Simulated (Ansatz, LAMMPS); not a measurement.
# Squeezing and shearing amorphous 50SiO2-50GeO2 (mol %) (96 atoms), part 3 of 3

Aim: relax amorphous 50SiO2-50GeO2 (mol %) (96 atoms), then change its volume and shape to read moduli from the stress.

Ansatz 0.2.0; Kohn-Sham DFT, PBE, PAW (set soft_2), plane waves.

The cell: 16 Si, 16 Ge and 64 O. The quench rate of 50 K/ps is many orders above laboratory rates. The network of bonds at the start is that of the classical potential that made the cell. Only the Γ point is sampled.

So far. Step 10 (Stretched by 1 % along x): The relaxation converged after 4 steps, 0.0869 eV below its start, with a largest force component of 0.029 eV/Å. Step 10 (Stretched by 1 % along x): Stretched by 1 % along x: the energy stands 0.0485 eV above that of the reference, at a pressure of -0.488 GPa.

### 11. Compressed by 1 % along x

The relaxed cell is strained along x alone, which gives the stiffness along x and its coupling to y and z.

File input.yaml:

```yaml
crystal:
  lattice:
    - [10.86907, -0.15595, -0.0971]
    - [-0.15439, 11.0758, -0.14614]
    - [-0.09613, -0.14614, 11.50087]
  atoms:
    [... the 96 atom lines of step 4 ...]
kpoints:
  mp_grid: { grid: [1, 1, 1] }
hamiltonian:
  xc: pbe
scf:
  occupations: { method: fixed }
output:
  forces: true
  eigenvalues: true
  stress: true
relax:
  f_tol: 0.05
  max_steps: 70
```

Run with:

```bash
$ ansatz run input.yaml --threads 4 --pin off --max-ram 8192MiB --backend cpu --events-out ev --progress --plain --runs-dir out
```

Numbers of over 12 decimals in the logs are rounded to 6 here.

The log of the run:

```text
[...]
Crystal: 96 atoms, lattice volume = 1383.900 Å³
Basis set: ecut = 420 eV, 27073 PW (Γ), exchange–correlation on 150×150×160 points (8 copies of the dense FFT grid, shifted against one another)
Bands: 432, of which v1, the nominal top of the filled ones, is band 336 counted from 1 (335 counted from 0)
Symmetry: 1 space group operations
[...]
k-points: 1
[...]
SCF iter   1: F=—  HF=-115252.105401 eV  |F-HF|=—  |Δ(HF+E_count)|=         —  Δρ=2.22e-3  dr2=7.83e-2  ethr=1.77e-3  ⟨swp⟩=4.0  Hψ=1673  notcnv=0  defer=94
[...]
SCF iter   6: F=-115252.104018 eV  HF=-115252.104018 eV  |F-HF|=3.86e-7  |Δ(HF+E_count)|=   1.79e-5  Δρ=2.42e-5  dr2=7.33e-6  ethr=9.30e-9  ⟨swp⟩=11.0  Hψ=2376  notcnv=0
SCF 1 converged in 6 iterations: F = -115252.104018 eV  dr2 = 7.33e-6
[...]
relax step   1: F+E_penalty+E_count = -115252.10401805 eV  Δ(F+E_penalty+E_count) = +0.000e0 eV  max|allowed force component| = 3.587e-1 eV/Å  Δτ_max = 0.0000 Å  (6 SCF iters, dr2 threshold 6.25e-5 eV, accepted)
[...]
relax step   2: F+E_penalty+E_count = -115252.16052786 eV  Δ(F+E_penalty+E_count) = -5.651e-2 eV  max|allowed force component| = 2.094e-1 eV/Å  Δτ_max = 0.0184 Å  (6 SCF iters, dr2 threshold 8.04e-6 eV, accepted)
[...]
relax step   3: F+E_penalty+E_count = -115252.19023958 eV  Δ(F+E_penalty+E_count) = -2.971e-2 eV  max|allowed force component| = 1.240e-1 eV/Å  Δτ_max = 0.1319 Å  (8 SCF iters, dr2 threshold 2.74e-6 eV, accepted)
relax step   4: F+E_penalty+E_count = -115252.19725362 eV  Δ(F+E_penalty+E_count) = -7.014e-3 eV  max|allowed force component| = 5.774e-2 eV/Å  Δτ_max = 0.0763 Å  (7 SCF iters, dr2 threshold 5.23e-6 eV, accepted)
[...]
relax step   5: F+E_penalty+E_count = -115252.19906502 eV  Δ(F+E_penalty+E_count) = -1.811e-3 eV  max|allowed force component| = 8.993e-3 eV/Å  Δτ_max = 0.0191 Å  (8 SCF iters, accepted)
SCF converged after 8 iterations
Free energy (F): -115252.199065 eV
[...]
Internal energy: -115252.199065 eV  (E = F + TS)
E sigma→0 (E₀):  -115252.199065 eV
Fermi energy:    2.462317 eV
[...]
--- Forces (eV/Å), atoms counted from 1 ---
  atom   1  Si     0.00105958    -0.00398370     0.00685783
  atom   2  Si     0.00515051    -0.00120318     0.00320374
  atom   3  Si    -0.00015352     0.00236422     0.00075758
  atom   4  Si     0.00069132    -0.00249427    -0.00162350
  atom   5  Si    -0.00073265     0.00323179     0.00346357
  atom   6  Si     0.00074871     0.00717732    -0.00152054
  atom   7  Si     0.00336415     0.00460613     0.00027917
  atom   8  Si     0.00217297    -0.00409917     0.00627760
  atom   9  Si     0.00023351     0.00675650     0.00785021
  atom  10  Si    -0.00751794     0.00506624     0.00103574
  atom  11  Si     0.00044737    -0.00585916     0.00104576
  atom  12  Si     0.00225042    -0.00077053     0.00421043
  atom  13  Si     0.00124669    -0.00172075    -0.00656917
  atom  14  Si     0.00249228    -0.00339384    -0.00598908
[...]
atom  95  O     -0.00127049     0.00097298    -0.00051375
  atom  96  O     -0.00129014    -0.00194224     0.00148167
  max |Σ_I F_I| component: 7.56e-5 eV/Å
--- Stress (GPa, compression-positive) ---
        0.811581      -0.011299      -0.028831
       -0.011298       0.234146      -0.036658
       -0.028830      -0.036658       0.177314
  P = ⅓ Tr σ = 0.4077 GPa (4.077 kbar)
--- Band table (eV) ---
[...]
--- Relaxed structure (5 steps of the walk, 5 accepted, 0 SCFs on fresh bases) ---
  F+E_penalty+E_count = -115252.19906502 eV   max|allowed force component| = 8.993e-3 eV/Å
  atoms:
    - { symbol: Si, position: [0.495061, 0.235510, 0.640287] }
    - { symbol: Si, position: [0.452739, 0.154611, 0.893744] }
    - { symbol: Si, position: [0.826401, 0.117773, 0.684053] }
    - { symbol: Si, position: [0.225859, 0.964281, 0.221667] }
[...]
- { symbol: O, position: [0.623117, 0.608713, 0.074643] }
```

Run time: 1.8 min. Hardware: 4 threads of Arm Neoverse V1, shared host; peak memory 1.9 GiB.

The relaxation converged after 5 steps, 0.0950 eV below its start, with a largest force component of 0.0090 eV/Å.

Compressed by 1 % along x: the energy stands 0.0392 eV above that of the reference, at a pressure of 0.408 GPa.

### 12. Sheared by 2 % in xy

A shear of the relaxed cell gives the modulus that volume changes can't reach.

input.yaml, the sections that differ from step 11:

```yaml
crystal:
  lattice:
    - [10.9773, -0.04616, -0.0971]
    - [-0.04519, 11.07424, -0.14614]
    - [-0.09856, -0.14711, 11.50087]
  atoms:
    [... the 96 atom lines of step 4 ...]
# kpoints, hamiltonian, scf, output, relax: as in step 11
```

The log of the run:

```text
[...]
Crystal: 96 atoms, lattice volume = 1397.739 Å³
Basis set: ecut = 420 eV, 27341 PW (Γ), exchange–correlation on 150×150×160 points (8 copies of the dense FFT grid, shifted against one another)
Bands: 432, of which v1, the nominal top of the filled ones, is band 336 counted from 1 (335 counted from 0)
Symmetry: 1 space group operations
[...]
k-points: 1
[...]
SCF iter   1: F=—  HF=-115252.043435 eV  |F-HF|=—  |Δ(HF+E_count)|=         —  Δρ=2.23e-3  dr2=8.07e-2  ethr=1.77e-3  ⟨swp⟩=4.0  Hψ=1673  notcnv=0  defer=94
[...]
SCF iter   5: F=—  HF=-115252.041584 eV  |F-HF|=—  |Δ(HF+E_count)|=   1.27e-5  Δρ=1.00e-4  dr2=1.25e-4  ethr=5.69e-8  ⟨swp⟩=2.0  Hψ=677  notcnv=0  defer=94
SCF iter   6: F=-115252.041565 eV  HF=-115252.041564 eV  |F-HF|=2.38e-7  |Δ(HF+E_count)|=   1.94e-5  Δρ=2.48e-5  dr2=7.81e-6  ethr=9.30e-9  ⟨swp⟩=11.0  Hψ=2368  notcnv=0
SCF 1 converged in 6 iterations: F = -115252.041565 eV  dr2 = 7.81e-6
[...]
relax step   1: F+E_penalty+E_count = -115252.04156459 eV  Δ(F+E_penalty+E_count) = +0.000e0 eV  max|allowed force component| = 6.403e-1 eV/Å  Δτ_max = 0.0000 Å  (6 SCF iters, dr2 threshold 6.25e-5 eV, accepted)
[...]
relax step   2: F+E_penalty+E_count = -115252.12482809 eV  Δ(F+E_penalty+E_count) = -8.326e-2 eV  max|allowed force component| = 3.890e-1 eV/Å  Δτ_max = 0.0191 Å  (6 SCF iters, dr2 threshold 2.56e-5 eV, accepted)
[...]
relax step   3: F+E_penalty+E_count = -115252.16976861 eV  Δ(F+E_penalty+E_count) = -4.494e-2 eV  max|allowed force component| = 1.130e-1 eV/Å  Δτ_max = 0.1339 Å  (7 SCF iters, dr2 threshold 9.46e-6 eV, accepted)
relax step   4: F+E_penalty+E_count = -115252.17834344 eV  Δ(F+E_penalty+E_count) = -8.575e-3 eV  max|allowed force component| = 5.510e-2 eV/Å  Δτ_max = 0.0695 Å  (8 SCF iters, accepted)
[...]
relax step   5: F+E_penalty+E_count = -115252.17989031 eV  Δ(F+E_penalty+E_count) = -1.547e-3 eV  max|allowed force component| = 1.676e-2 eV/Å  Δτ_max = 0.0306 Å  (8 SCF iters, accepted)
SCF converged after 8 iterations
Free energy (F): -115252.179890 eV
[...]
Internal energy: -115252.179890 eV  (E = F + TS)
E sigma→0 (E₀):  -115252.179890 eV
Fermi energy:    2.444029 eV
[...]
Σ components = -115252.179890   (vs F -115252.179890, Δ=0.00e0)
--- Forces (eV/Å), atoms counted from 1 ---
  atom   1  Si    -0.00240490     0.00313769    -0.00053551
  atom   2  Si    -0.00382036    -0.00244148     0.00681587
  atom   3  Si    -0.00224112    -0.00586246     0.00425180
  atom   4  Si     0.00075287     0.00360112    -0.00350280
[...]
atom  96  O      0.00216559     0.00154662     0.00123819
  max |Σ_I F_I| component: 2.87e-5 eV/Å
--- Stress (GPa, compression-positive) ---
       -0.172814      -0.636804      -0.029425
       -0.636804      -0.099387       0.076099
       -0.029424       0.076099       0.033814
  P = ⅓ Tr σ = -0.0795 GPa (-0.795 kbar)
--- Band table (eV) ---
[...]
--- Relaxed structure (5 steps of the walk, 5 accepted, 0 SCFs on fresh bases) ---
  F+E_penalty+E_count = -115252.17989031 eV   max|allowed force component| = 1.676e-2 eV/Å
  atoms:
    - { symbol: Si, position: [0.496616, 0.235321, 0.641809] }
    - { symbol: Si, position: [0.456479, 0.155084, 0.895393] }
    - { symbol: Si, position: [0.828135, 0.119466, 0.687155] }
    - { symbol: Si, position: [0.223132, 0.961597, 0.222322] }
[...]
- { symbol: O, position: [0.626273, 0.605519, 0.076090] }
```

Wall time 1.8 min (4 threads); peak memory 1.9 GiB.

The relaxation converged after 5 steps, 0.138 eV below its start, with a largest force component of 0.017 eV/Å.

Sheared by 2 % in xy: the energy stands 0.0584 eV above that of the reference, at a pressure of -0.0795 GPa.

### 13. Pressure against volume

Atoms are relaxed at each volume, in the scaled cell.

```csv
volume change (%),volume (Å³/atom),energy change (meV/atom),pressure (GPa),largest move on relaxing (Å),bonds,gap (eV)
-10,13.105,22.52,5.24,0.55,128,3.61
-6,13.688,7.84,2.96,0.37,128,3.52
-3,14.124,1.97,1.40,0.23,128,3.44
+0,14.561,0.00,-0.02,-,128,3.32
+3,14.998,2.00,-1.39,0.13,128,3.22
+6,15.435,7.54,-2.68,0.21,128,3.12
```

### 14. Uniaxial strain and shear

Stress (GPa, compression positive) less that of the relaxed cell, atoms relaxed:

```csv
strain,xx,yy,zz,xy,energy change (meV/atom)
stretched by 1 % along x,-0.894,-0.304,-0.201,-0.054,0.51
compressed by 1 % along x,0.849,0.265,0.175,-0.010,0.41
sheared by 2 % in xy,-0.135,-0.069,0.032,-0.636,0.61
```

### 15. What came out

The bulk modulus, from the slope of pressure against ln V over the three points nearest the relaxed volume, is 46.6 GPa; a quadratic over all points gives a pressure derivative of about 1.3. At -10 % some atom moved by over 0.5 Å on relaxing, so that point may sit in another local minimum. The gap goes from 3.61 eV at the smallest volume to 3.12 eV at the largest, -3.1 eV per unit of ln V by a straight line, on the run's k-points. In the Cartesian axes of the cell, finite differences give C11 = 87.1, C12 = 28.4, C13 = 18.8 and C66 = 31.8 GPa (the shear of 2 % is the engineering strain, εxy = 0.01). The mean of C11, C12 and C13, which equals the bulk modulus in a cubic or isotropic solid, is 44.8 GPa: it agrees with the bulk modulus within 10 %. For an isotropic solid C66 would equal (C11 − C12)/2 = 29.4 GPa; so small a sample needn't be isotropic, and C66 rests on one shear. With the bulk modulus and C66 as K and G, Young's modulus would be about 78 GPa and Poisson's ratio 0.22.

Caveats: Strains are finite and relaxations stop at the force tolerance of the input, which can leave moduli too stiff; they are those of a static cell at zero temperature. Volumes are changed with the cell's shape held, so in an anisotropic solid the modulus lies over the one under free hydrostatic load. The program notes that the SCF threshold of the relaxations is loose for the stress.

The DFT runs together took 21 min of wall time.

[Logs are printed without paths, hosts, clocks, repeated set-up lines and the standing remarks that a program may print on its own settings, such as how far it seeks lower states.]

[Hosts, paths, dates, database ids (printed as entryN), source tags and the programs' standing remarks are cut or masked in the printed files.]
